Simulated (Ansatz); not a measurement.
# Sc on Ta(110): change of the work function, part 2 of 5

How does Sc on the shortbridge site change the work function of Ta(110) as the layer fills?

Ansatz 0.2.0; plane-wave DFT, PBE, Ansatz PAW (the session's first sound run).

So far, work function, upper face (eV): step 2 (the clean slab) 4.76.

**3. Adsorbate added, coverage 0.25 ML**

System of this step: Sc/Ta(110). The cell holds 17 atoms: 16 Ta and 1 Sc. Its edges and angles: a = 5.733 Å, b = 5.733 Å, c = 28.205 Å, α = 90.0°, β = 90.0°, γ = 70.5°. Vacuum lies along c.

The clean slab as it ended is repeated in the plane and the adsorbate is set on one face; the cell's size fixes the coverage, and the k-mesh shrinks with it to keep the sampling density about even. Adsorbate and upper layers relax, since the dipole depends on the height.

input.yaml

```yaml
crystal:
  lattice:
    - [4.6810468914, -3.31, 0.0]
    - [4.6810468914, 3.31, 0.0]
    - [0.0, 0.0, 28.2045765936]
  atoms:
    - { symbol: Ta, position: [0.0, 0.0, 0.3190971497] }
    - { symbol: Ta, position: [0.25, 0.25, 0.4020809676] }
    - { symbol: Ta, position: [0.0, 0.0, 0.4852358835] }
    - { symbol: Ta, position: [0.25, 0.25, 0.5649765194] }
    - { symbol: Ta, position: [0.0, 0.5, 0.3190971497] }
    - { symbol: Ta, position: [0.25, 0.75, 0.4020809676] }
    - { symbol: Ta, position: [0.0, 0.5, 0.4852358835] }
    - { symbol: Ta, position: [0.25, 0.75, 0.5649765194] }
    - { symbol: Ta, position: [0.5, 0.0, 0.3190971497] }
    - { symbol: Ta, position: [0.75, 0.25, 0.4020809676] }
    - { symbol: Ta, position: [0.5, 0.0, 0.4852358835] }
    - { symbol: Ta, position: [0.75, 0.25, 0.5649765194] }
    - { symbol: Ta, position: [0.5, 0.5, 0.3190971497] }
    - { symbol: Ta, position: [0.75, 0.75, 0.4020809676] }
    - { symbol: Ta, position: [0.5, 0.5, 0.4852358835] }
    - { symbol: Ta, position: [0.75, 0.75, 0.5649765194] }
    - { symbol: Sc, position: [0.0, 0.25, 0.6809028503] }
kpoints:
  mp_grid: { grid: [6, 6, 1] }
hamiltonian:
  xc: pbe
scf:
  occupations: { method: fermi_dirac, width: 0.1 }
  convergence: { dr2_threshold: 1.0e-08 }
efield:
  axis: 3
  dipole_correction: true
  ramp_position: 0.97
  ramp_width: 0.06
relax:
  f_tol: 0.02
  max_steps: 60
  constraints: [{ sites: [0, 1, 4, 5, 8, 9, 12, 13] }]
output:
  bader: true
  dos: { projected: true, e_range: [-8, 4] }
  write_potential: true
  write_density: true
  volumetric_format: npy
  elf: true
```

Command:

```
$ ansatz run input.yaml --threads 4 --pin off --max-ram 6144MiB --backend cpu --events-out ev --progress --plain --runs-dir out
```

Numbers of over 12 decimals in the logs are rounded to 6 here.

The log of the run:

```text
[...]
Crystal: 17 atoms, lattice volume = 874.018 Å³
Basis set: ecut = 420 eV, 17119 PW (Γ), exchange–correlation on 80×80×384 points (8 copies of the dense FFT grid, shifted against one another)
Bands: 132, of which v1, the nominal top of the filled ones, is band 110 counted from 1 (109 counted from 0)
Symmetry: 2 space group operations
[...]
k-points: 20 of 36
[...]
SCF iter   1: F=—  HF=-161041.299502 eV  |F-HF|=—  |Δ(HF+E_count)|=         —  Δρ=9.60e-3  dr2=1.91e1  ethr=1.77e-3  p=0.475 e·Å  D=9.84e-2 V/Å  ΔV_dip=-2.78 eV  dr2_dipole=1.43e1  V_vac-E_F(+/−)=2.30/5.08 eV  ⟨swp⟩=12.6  Hψ=14232  notcnv=0
[...]
SCF iter  12: F=-161041.062356 eV  HF=-161041.062356 eV  |F-HF|=9.60e-10  |Δ(HF+E_count)|=   1.11e-8  Δρ=3.95e-7  dr2=2.74e-9  ethr=4.57e-12  p=0.315 e·Å  D=6.51e-2 V/Å  ΔV_dip=-1.84 eV  dr2_dipole=2.15e-13  V_vac-E_F(+/−)=2.95/4.79 eV  ⟨swp⟩=11.2  Hψ=17968  notcnv=0
SCF 1 converged in 12 iterations: F = -161041.062356 eV  dr2 = 2.74e-9
[...]
relax step   1: F+E_penalty+E_count = -161041.06235573 eV  Δ(F+E_penalty+E_count) = +0.000e0 eV  max|allowed force component| = 2.040e0 eV/Å  Δτ_max = 0.0000 Å  (12 SCF iters, accepted)
[...]
SCF iter  10: F=-161041.596364 eV  HF=-161041.596364 eV  |F-HF|=4.98e-9  |Δ(HF+E_count)|=   3.33e-8  Δρ=6.03e-7  dr2=5.94e-9  ethr=4.57e-12  p=0.354 e·Å  D=7.33e-2 V/Å  ΔV_dip=-2.07 eV  dr2_dipole=2.39e-9  V_vac-E_F(+/−)=2.71/4.78 eV  ⟨swp⟩=12.4  Hψ=22860  notcnv=0
SCF 2 converged in 10 iterations: F = -161041.596364 eV  dr2 = 5.94e-9
[...]
relax step   2: F+E_penalty+E_count = -161041.59636359 eV  Δ(F+E_penalty+E_count) = -5.340e-1 eV  max|allowed force component| = 2.237e0 eV/Å  Δτ_max = 0.1948 Å  (10 SCF iters, accepted)
SCF iter   1: F=—  HF=-161042.155449 eV  |F-HF|=—  |Δ(HF+E_count)|=         —  Δρ=4.28e-3  dr2=1.08e0  ethr=3.02e-3  p=0.354 e·Å  D=7.33e-2 V/Å  ΔV_dip=-2.07 eV  dr2_dipole=1.02e-1  V_vac-E_F(+/−)=2.72/4.78 eV  ⟨swp⟩=3.4  Hψ=4833  notcnv=0
[...]
SCF iter  10: F=-161042.082195 eV  HF=-161042.082195 eV  |F-HF|=4.71e-9  |Δ(HF+E_count)|=   1.65e-8  Δρ=3.84e-7  dr2=2.09e-9  ethr=4.57e-12  p=0.391 e·Å  D=8.10e-2 V/Å  ΔV_dip=-2.28 eV  dr2_dipole=5.71e-11  V_vac-E_F(+/−)=2.49/4.77 eV  ⟨swp⟩=12.4  Hψ=20385  notcnv=0
SCF 3 converged in 10 iterations: F = -161042.082195 eV  dr2 = 2.09e-9
relax step   3: F+E_penalty+E_count = -161042.08219477 eV  Δ(F+E_penalty+E_count) = -4.858e-1 eV  max|allowed force component| = 2.145e0 eV/Å  Δτ_max = 0.1926 Å  (10 SCF iters, accepted)
[...]
relax step   4: F+E_penalty+E_count = -161042.48660380 eV  Δ(F+E_penalty+E_count) = -4.044e-1 eV  max|allowed force component| = 1.612e0 eV/Å  Δτ_max = 0.1932 Å  (10 SCF iters, accepted)
[...]
relax step   5: F+E_penalty+E_count = -161042.73724687 eV  Δ(F+E_penalty+E_count) = -2.506e-1 eV  max|allowed force component| = 9.878e-1 eV/Å  Δτ_max = 0.2000 Å  (9 SCF iters, accepted)
[...]
relax step   6: F+E_penalty+E_count = -161042.82063076 eV  Δ(F+E_penalty+E_count) = -8.338e-2 eV  max|allowed force component| = 3.848e-1 eV/Å  Δτ_max = 0.1947 Å  (9 SCF iters, accepted)
[...]
relax step   7: F+E_penalty+E_count = -161042.84840934 eV  Δ(F+E_penalty+E_count) = -2.778e-2 eV  max|allowed force component| = 9.729e-2 eV/Å  Δτ_max = 0.0733 Å  (9 SCF iters, accepted)
SCF iter   1: F=—  HF=-161042.852643 eV  |F-HF|=—  |Δ(HF+E_count)|=         —  Δρ=7.12e-4  dr2=2.85e-2  ethr=3.52e-4  p=0.390 e·Å  D=8.08e-2 V/Å  ΔV_dip=-2.28 eV  dr2_dipole=1.21e-5  V_vac-E_F(+/−)=2.49/4.77 eV  ⟨swp⟩=2.0  Hψ=3411  notcnv=0
[...]
SCF iter   8: F=-161042.850923 eV  HF=-161042.850923 eV  |F-HF|=4.34e-9  |Δ(HF+E_count)|=   1.95e-8  Δρ=2.33e-7  dr2=8.92e-10  ethr=4.57e-12  p=0.390 e·Å  D=8.07e-2 V/Å  ΔV_dip=-2.27 eV  dr2_dipole=1.00e-10  V_vac-E_F(+/−)=2.50/4.77 eV  ⟨swp⟩=11.9  Hψ=19069  notcnv=0
SCF 8 converged in 8 iterations: F = -161042.850923 eV  dr2 = 8.92e-10
relax step   8: F+E_penalty+E_count = -161042.85092303 eV  Δ(F+E_penalty+E_count) = -2.514e-3 eV  max|allowed force component| = 1.465e-2 eV/Å  Δτ_max = 0.0139 Å  (8 SCF iters, accepted)
NSCF: frozen V_eff on 20 k-points
the band table was solved once a step of the walk had ended and its energy, with any forces and stress, was formed, with the checks that follow a solve (11914 applications of the Hamiltonian). They found nothing against the state; the energy, forces and stress were not computed again (output.eigenvalues in the input reference)
WARN: The output density's exchange-correlation potential varies sharply where the density is thin. Do not read a vacuum level from v_tot or v_xc, or from such a field of the output density. On a cell that repeats whose density bears no net charge and no dipole along the vacuum's axis use v_es (v_loc + v_h of the components); under efield.dipole_correction with no amplitude use v_es + v_field, which holds any externa [...]
SCF converged after 8 iterations
Free energy (F): -161042.850923 eV
[...]
Internal energy: -161042.107415 eV  (E = F + TS)
E sigma→0 (E₀):  -161042.479169 eV
Entropy (-TS):   -0.743508 eV (-43.736 meV/atom)
Fermi energy:    4.275014 eV
Dipole field:    D = 0.080659 V/Å  (p = 0.389594 e·Å, saw-weighted, corrected)
Work function:   Φ+ = 2.4990 eV   Φ− = 4.7740 eV
[...]
--- Forces (eV/Å), atoms counted from 1 ---
  atom   1  Ta     0.01271657     0.00519411     0.41844043
  atom   2  Ta     0.02289726     0.00783297    -0.43870178
  atom   3  Ta     0.01420497    -0.00835058     0.00835511
  atom   4  Ta    -0.00526315     0.00406035     0.00860928
  atom   5  Ta    -0.01271657    -0.00519411     0.41844043
  atom   6  Ta     0.03091485     0.01200273    -0.39457993
  atom   7  Ta    -0.01420497     0.00835058     0.00835511
  atom   8  Ta    -0.00517937     0.00836418    -0.01005585
  atom   9  Ta     0.00411093    -0.00055567     0.39719587
  atom  10  Ta    -0.02289726    -0.00783297    -0.43870178
  atom  11  Ta     0.00746602    -0.01464770     0.01180452
  atom  12  Ta     0.00526315    -0.00406035     0.00860928
  atom  13  Ta    -0.00411093     0.00055567     0.39719587
  atom  14  Ta    -0.03091485    -0.01200273    -0.39457993
  atom  15  Ta    -0.00746602     0.01464770     0.01180452
  atom  16  Ta     0.00517937    -0.00836418    -0.01005585
  atom  17  Sc     0.00000000     0.00000000    -0.00215827
  max |Σ_I F_I| component: 2.30e-5 eV/Å
--- Band table (eV; the first three rows and the last of 20) ---
  k-point 0: bands = [... 106 lower, 4.4742, 4.6397, 4.6968, 4.7535, 4.8597, 4.9025, 4.9187, 5.0935, ... 18 higher]
  k-point 1: bands = [... 106 lower, 4.2771, 4.5088, 4.5373, 4.6023, 4.6758, 4.7911, 4.8092, 4.9020, ... 18 higher]
  k-point 2: bands = [... 106 lower, 4.0276, 4.0452, 4.1025, 4.2131, 4.2165, 4.2696, 4.3539, 4.4489, ... 18 higher]
  k-point 19: bands = [... 106 lower, 4.1445, 4.2907, 4.3335, 4.4089, 4.4225, 4.4796, 4.6012, 4.6153, ... 18 higher]
--- Relaxed structure (8 steps of the walk, 8 accepted, 0 SCFs on fresh bases) ---
  F+E_penalty+E_count = -161042.85092303 eV   max|allowed force component| = 1.465e-2 eV/Å
  atoms:
    - { symbol: Ta, position: [0.0, 0.0, 0.3190971497] }
    - { symbol: Ta, position: [0.25, 0.25, 0.4020809676] }
    - { symbol: Ta, position: [0.00284769, -0.00297684, 0.484865] }
    - { symbol: Ta, position: [0.250307, 0.251199, 0.563741] }
    - { symbol: Ta, position: [0.0, 0.5, 0.3190971497] }
    - { symbol: Ta, position: [0.250000, 0.75, 0.4020809676] }
    - { symbol: Ta, position: [-0.00284769, 0.502977, 0.484865] }
    - { symbol: Ta, position: [0.246663, 0.755894, 0.569603] }
    - { symbol: Ta, position: [0.5, 0.0, 0.3190971497] }
    - { symbol: Ta, position: [0.75, 0.250000, 0.4020809676] }
    - { symbol: Ta, position: [0.502977, -0.0029043, 0.485182] }
    - { symbol: Ta, position: [0.749693, 0.248801, 0.563741] }
    - { symbol: Ta, position: [0.5, 0.5, 0.3190971497] }
    - { symbol: Ta, position: [0.75, 0.75, 0.4020809676] }
    - { symbol: Ta, position: [0.497023, 0.502904, 0.485182] }
    - { symbol: Ta, position: [0.753337, 0.744106, 0.569603] }
    - { symbol: Sc, position: [0.0, 0.25, 0.645608] }
--- Bader charges: 17 sites ---
  site symbol  charge [e]  shift [e]
     0     Ta     -0.1048     0.0000
     1     Ta      0.0993     0.0000
     2     Ta      0.0766     0.0000
     3     Ta     -0.4102     0.0002
     4     Ta     -0.1048     0.0000
     5     Ta      0.1102     0.0000
     6     Ta      0.0766     0.0000
     7     Ta     -0.1321     0.0000
     8     Ta     -0.1035     0.0000
     9     Ta      0.0993     0.0000
    10     Ta      0.0821     0.0000
    11     Ta     -0.4103     0.0002
    12     Ta     -0.1035     0.0000
    13     Ta      0.1102     0.0000
    14     Ta      0.0821     0.0000
    15     Ta     -0.1321     0.0000
    16     Sc      0.7649     0.0003
  estimated error of the sums over rays = 6.7e-4 e
```

The job ended after 3.6 min (4 threads of AMD EPYC 9R45, shared host; peak memory 3.9 GiB; 14 min of CPU time).

Step by step:

```csv
step,energy less that of the first step (eV),largest force component (eV/Å)
1,0.0000,2.0403
2,-0.5340,2.2368
3,-1.0198,2.1453
4,-1.4242,1.6125
5,-1.6749,0.9878
6,-1.7583,0.3848
7,-1.7861,0.0973
8,-1.7886,0.0146
```

The run keeps the 2 symmetry operations that it works with, so distortions that break them were not tested.

The atoms that moved most (Å):

```csv
atom,dx,dy,dz,length
Sc17,0.000,0.000,-0.995,0.995
Ta8,0.012,0.031,0.130,0.135
Ta16,-0.012,-0.031,0.130,0.135
Ta12,-0.007,-0.003,-0.035,0.036
Ta4,0.007,0.003,-0.035,0.036
Ta7,0.001,0.019,-0.010,0.022
Ta3,-0.001,-0.019,-0.010,0.022
Ta15,0.000,0.019,-0.002,0.020
```

Final coordinates:

```cif
data_structure
_symmetry_space_group_name_H-M 'P 1'
_symmetry_Int_Tables_number 1
_cell_length_a 5.7331
_cell_length_b 5.7331
_cell_length_c 28.2046
_cell_angle_alpha 90.000
_cell_angle_beta 90.000
_cell_angle_gamma 70.529
_cell_volume 874.02
loop_
_atom_site_label
_atom_site_type_symbol
_atom_site_fract_x
_atom_site_fract_y
_atom_site_fract_z
_atom_site_occupancy
Ta1 Ta 0.00000 0.00000 0.31910 1
Ta2 Ta 0.25000 0.25000 0.40208 1
Ta3 Ta 0.00285 0.99702 0.48486 1
Ta4 Ta 0.25031 0.25120 0.56374 1
Ta5 Ta 0.00000 0.50000 0.31910 1
Ta6 Ta 0.25000 0.75000 0.40208 1
Ta7 Ta 0.99715 0.50298 0.48486 1
Ta8 Ta 0.24666 0.75589 0.56960 1
Ta9 Ta 0.50000 0.00000 0.31910 1
Ta10 Ta 0.75000 0.25000 0.40208 1
Ta11 Ta 0.50298 0.99710 0.48518 1
Ta12 Ta 0.74969 0.24880 0.56374 1
Ta13 Ta 0.50000 0.50000 0.31910 1
Ta14 Ta 0.75000 0.75000 0.40208 1
Ta15 Ta 0.49702 0.50290 0.48518 1
Ta16 Ta 0.75334 0.74411 0.56960 1
Sc17 Sc 0.00000 0.25000 0.64561 1
```

This step gave:

| Property | Result |
| --- | --- |
| energy at zero smearing | -161042.4792 eV |
| work function, upper face | 2.499 eV |
| work function, lower face | 4.774 eV |
| dipole along the normal | 0.3896 e·Å |
| step between the vacuum levels | -2.275 eV |

Running mean over 2.341 Å of the planar mean; the ramp of the sawtooth is left out. Table of electron's electrostatic potential energy less the Fermi level by z:

z (Å), electron's electrostatic potential energy less the Fermi level (eV) and a bar from the least value:
```
      3.5        4.8 ##############################
      4.0        4.8 ##############################
      4.5        4.8 ##############################
      5.0        4.8 ##############################
      5.5        4.7 ##############################
      6.0        4.6 ##############################
      6.5        4.2 #############################
      7.0        2.9 ##########################
      7.5       -0.3 ####################
      8.0       -5.2 ##########
      8.5       -8.9 ###
      9.0      -10.1 #
      9.5      -10.1 #
     10.0      -10.0 #
     10.5      -10.0 #
     11.0      -10.0 #
     11.5      -10.0 #
     12.0      -10.0 #
     12.5      -10.0 #
     13.0      -10.0 #
     13.5      -10.0 #
     14.0      -10.2 
     14.5      -10.4 
     15.0      -10.4 
     15.5      -10.3 
     16.0      -10.1 #
     16.5       -9.1 ###
     17.0       -6.4 ########
     17.5       -2.8 ###############
     18.0       -0.6 ###################
     18.5        0.1 #####################
     19.0        0.5 #####################
     19.5        1.3 #######################
     20.0        2.0 ########################
     20.5        2.3 #########################
     21.0        2.4 #########################
     21.5        2.5 #########################
     22.0        2.5 #########################
     22.5        2.5 #########################
     23.0        2.5 #########################
     23.5        2.5 ##########################
     24.0        2.5 ##########################
     24.5        2.5 ##########################
     25.0        2.5 ##########################
```

The density of states has structure finer than the step of the table below, so its rows give means over 0.25 eV, whole bins alone (the curve runs from -8 to 1.71 eV). Peaks (eV: height): -1.590: 36.7, -1.410: 34.9, -1.320: 38.2, -1.080: 37.0, -0.780: 31.6, -0.360: 36.5, 0.570: 39.8.

Table of density of states by energy, zero at the Fermi level; means over each step:

energy (eV), density of states (states/eV a cell) and a bar:
```
    -7.75        0.0 
    -7.50        0.2 
    -7.25        0.9 #
    -7.00        0.9 #
    -6.75        0.9 #
    -6.50        0.9 #
    -6.25        1.8 ##
    -6.00        2.3 ##
    -5.75        2.4 ##
    -5.50        2.4 ##
    -5.25        1.5 #
    -5.00        3.3 ###
    -4.75        4.3 ####
    -4.50        4.8 #####
    -4.25        6.6 ######
    -4.00       10.2 ##########
    -3.75       10.8 ##########
    -3.50       10.2 ##########
    -3.25       15.0 ##############
    -3.00       18.3 #################
    -2.75       15.3 ##############
    -2.50       11.1 ###########
    -2.25       10.2 ##########
    -2.00        7.7 #######
    -1.75       12.9 ############
    -1.50       31.8 ##############################
    -1.25       30.2 #############################
    -1.00       25.8 ########################
    -0.75       24.2 #######################
    -0.50       25.7 ########################
    -0.25       27.1 ##########################
     0.00       22.8 ######################
     0.25       20.2 ###################
     0.50       19.9 ###################
     0.75       14.6 ##############
     1.00       11.9 ###########
     1.25       14.4 ##############
     1.50       16.1 ###############
```

Projected DOS per atom over height of the atomic layer and energy from the Fermi level. Layers: Ta4 Ta4 Ta4 Ta4 Sc from below.

Ten even steps from '0' (0.00 states/eV) to '9' (4.53 states/eV), each cell a mean:
```
10019
11114
11129
32125
42333
42231
43331
22333
10010
11110
22220
11110
11110
01100
00000
00000
00000
00000
00000
00000
00000
00000
```
Columns: height of the atomic layer (Å) from 9 to 18.2; rows upwards: energy from the Fermi level (eV) from -7.96 to 1.65.

ELF in the ca plane at fractional y = 0.249, with atoms of Ta and Sc within 0.2 Å of it. It is the smooth field of the valence electrons, not physical close to the nuclei.

Ten even steps from '0' (0.00) to '9' (0.71), each cell a mean:
```
45653333466544565434453786983135532100000000
45533786346544653577532379841134431000000000
56537979635655644887953222200123211000000000
67539617835656645933963431101122100000000000
56537979635655654988942444221111000000000000
45533786346544663578522344321100000000000000
45654333467544565333334443321000000000000000
45665334677544566433444443321000000000000000
45643454356544564355323444321100000000000000
46535998436544654799832344321110000000000000
56538738735655655955962442111111100000000000
66538738735655645955963311000122210000000000
56535998436545653799732246521123321000000000
45642453356544564344442599972134432100000000
45665434677544577544663862793235542100000000
```
Columns run along c (16.0 Å, from fractional 0.32 to 0.89 of the cell), rows up along a (5.7 Å). Atoms in or near the plane, at fractional coordinates: Ta at (0.40, 0.25), Ta at (0.56, 0.25), Ta at (0.40, 0.75), Ta at (0.56, 0.75), Sc at (0.65, 0.00).

Electrostatic potential energy in the ca plane at fractional y = 0.249, with atoms of Ta and Sc within 0.2 Å of it. With pseudopotentials it is smooth inside the atoms' cores, unlike the true potential.

Values in eV, 8 rows by 16 columns, each cell a mean:
```
  3  -2 -12   3   3   4  -8  -6 -16 -36  -1   6   7   7   8   8
  4 -22 -52  -4   5   1 -43 -35   0  -2   4   7   7   7   8   8
  4 -17 -43  -2   5   2 -36 -28   5   7   7   7   7   7   8   8
  3   2  -4   5   2   4  -2  -1   7   8   8   7   7   7   8   8
  3  -1 -11   3   3   4  -8  -6   7   8   8   7   7   7   8   8
  4 -22 -52  -4   5   1 -44 -35   4   5   6   7   7   7   8   8
  4 -16 -43  -2   5   2 -35 -27  -3  -8   3   6   7   7   8   8
  3   2  -4   5   2   4  -2  -1 -22 -45  -2   6   7   7   8   8
```
Columns run along c (16.0 Å, from fractional 0.32 to 0.89 of the cell; values clipped at the 3rd and 97th percentile), rows up along a (5.7 Å). Atoms in or near the plane, at fractional coordinates: Ta at (0.40, 0.25), Ta at (0.56, 0.25), Ta at (0.40, 0.75), Ta at (0.56, 0.75), Sc at (0.65, 0.00).

Valence density in the ca plane at fractional y = 0.249, with atoms of Ta and Sc within 0.2 Å of it. It is the smooth field of the valence electrons, not physical close to the nuclei.

Ten even steps from '0' (0.0 e/Å³) to '9' (7.2 e/Å³), each cell a mean:
```
00000000000000000000000268610000000000000000
00000221000000000122100023100000000000000000
00002554100000001355310000000000000000000000
00003555200000001455510000000000000000000000
00002554100000001355310000000000000000000000
00000221000000000122100000000000000000000000
00000000000000000000000000000000000000000000
00000000000000000000000000000000000000000000
00000110000000000011000000000000000000000000
00001343100000000244200000000000000000000000
00003555200000001455410000000000000000000000
00003555200000001455410000000000000000000000
00001343100000000244200001000000000000000000
00000010000000000011000146410000000000000000
00000000000000000000000389720000000000000000
```
Columns run along c (16.0 Å, from fractional 0.32 to 0.89 of the cell), rows up along a (5.7 Å). Atoms in or near the plane, at fractional coordinates: Ta at (0.40, 0.25), Ta at (0.56, 0.25), Ta at (0.40, 0.75), Ta at (0.56, 0.75), Sc at (0.65, 0.00).

The relaxation took 8 steps and lowered the energy by 1.8 eV; the largest force on the free atoms ends at 0.015 eV/Å.

By hand: a sheet of dipoles makes a step −p/(ε₀A) in the electron's potential. With e/ε₀ = 180.95 V·Å, p = 0.3896 e·Å and A = 30.99 Å², that is −180.95 × (0.3896) / 30.99 = -2.275 eV, and the two vacuum levels of the run differ by -2.275 eV.

The covered face has 2.50 eV, -2.26 eV against the clean one; the bare back face has moved by -0.04 eV, a measure of how thin the slab is.

(Continued in part 3 of 5.)

[Logs are printed without paths, hosts, clocks, repeated set-up lines and the standing remarks that a program may print on its own settings, such as how far it seeks lower states.]

[Hosts, paths, dates, database ids (printed as entryN), source tags and the programs' standing remarks are cut or masked in the printed files.]

[Maps of the electrostatic potential energy from Ansatz leave out the sawtooth potential of an applied field or a dipole correction, so their vacuum need not be flat; planar profiles and work functions include it.]

[The density of states shown here was stored with 400 of the rows of the run's finer table, so its peaks can read low, often by over a quarter, or be missed, and its means over a window can be off by a tenth or more.]
